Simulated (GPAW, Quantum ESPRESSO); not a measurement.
Consider MnO2 (P-3m1).

```
CELL_PARAMETERS angstrom
2.85658 0.00000 0.00000
-1.42829 2.47387 0.00000
0.00000 0.00000 4.60137
ATOMIC_POSITIONS crystal
Mn 0.00000 0.00000 0.50000
O 0.33333 0.66667 0.70629
O 0.66667 0.33333 0.29371
```

Absorber: atom 1, with 6 O at 1.90 Å (distorted octahedral, site symmetry -3m). Method: Quantum ESPRESSO XSpectra, LDA + U (Mn 4 eV), full core hole (charged cell), 12-atom cell with 5.4 Å between holes, 4×4×4 k points, dipole transitions, Lorentzian half width 0.58 eV up to 4 eV, rising linearly to 4 eV at 25 eV (counted from xe0, 0.2 eV below the zero used here).

Q: Where do the maxima of the Mn K edge fall?

Main maxima up to 30 eV above the zero (height): 19.2 eV (2.59). A K edge sees empty p states. The first eV above the zero hold little dipole weight, as the lowest empty bands are of d character; the main edge, of 4p character, rises through 0.6 near 10 eV above the zero. The total-energy difference plus the lowest empty eigenvalue puts the zero at 6547.87 eV. One term is added: -25.71 eV, since the hole is spin-paired here and a spin-polarised one costs that much less in the free atom (computed apart). The photon energy is then 6522.16 eV. The tabulated edge of the element is 6539 eV. The functional and the charged cell's background leave an error in such absolute values: in the free atom LDA prices this hole 15.4 eV below PBE (computed apart), and PBE is itself good to a few eV.

The Mn K spectrum (energy from the lowest empty level; intensity scaled to a mean of 1 over the first 20 eV; the points at xe0, where the cut of filled states can leave a spike, are interpolated; polarised curves are means over the symmetry-equivalent atoms):

```
E (eV)  isotropic  ε ⊥ c  ε ∥ c
  -2.0       0.03   0.03   0.03
  -1.0       0.03   0.03   0.04
   0.0       0.05   0.04   0.05
   1.0       0.06   0.06   0.08
   2.0       0.11   0.10   0.14
   3.0       0.12   0.14   0.09
   4.0       0.11   0.10   0.13
   5.0       0.11   0.10   0.12
   6.0       0.13   0.12   0.16
   7.0       0.19   0.17   0.23
   8.0       0.29   0.25   0.37
   9.0       0.45   0.37   0.61
  10.0       0.70   0.56   0.97
  11.0       0.97   0.78   1.35
  12.0       1.18   0.98   1.57
  13.0       1.35   1.18   1.69
  14.0       1.54   1.40   1.83
  15.0       1.79   1.67   2.03
  16.0       2.08   1.98   2.27
  17.0       2.34   2.29   2.43
  18.0       2.51   2.56   2.41
  19.0       2.58   2.75   2.25
  20.0       2.56   2.82   2.05
  21.0       2.45   2.73   1.88
  22.0       2.28   2.53   1.78
  23.0       2.12   2.31   1.73
  24.0       1.98   2.11   1.72
  25.0       1.87   1.94   1.74
  26.0       1.79   1.81   1.75
  27.0       1.73   1.72   1.76
  28.0       1.69   1.65   1.76
  29.0       1.67   1.63   1.77
  30.0       1.69   1.63   1.79
  31.0       1.72   1.67   1.82
  32.0       1.76   1.72   1.85
```

Quadrupole 1s→3d transitions, which feed the pre-edge, are not in the dipole spectrum. The spins start ferromagnetically in a simple order, which needn't be the measured one; gap and edge can depend on it. The holes are only 5.4 Å apart, so the shape is probably not converged with cell size; no larger cell was run here. Lifetime broadening is put in by hand, and intensities beyond about 20 eV depend on it and on the partial waves. The structure is a computed Materials Project entry and may be a hypothetical form.

[Banner, clock and machine lines of the logs are left out without a mark of their own.]

[Logs are printed without paths, hosts, clocks, repeated set-up lines and the standing remarks that a program may print on its own settings, such as how far it seeks lower states.]

[Hosts, paths, dates, database ids (printed as entryN), source tags and the programs' standing remarks are cut or masked in the printed files.]

[Lists of maxima count a maximum above −3 eV only where it reaches 4 % of the highest in the window and stands out from its surroundings by 2 % of it (1.5 % where it reaches 55 %); shoulders and weaker maxima are passed over, and of the rest the first, up to two pre-edge ones and the few strongest are named.]
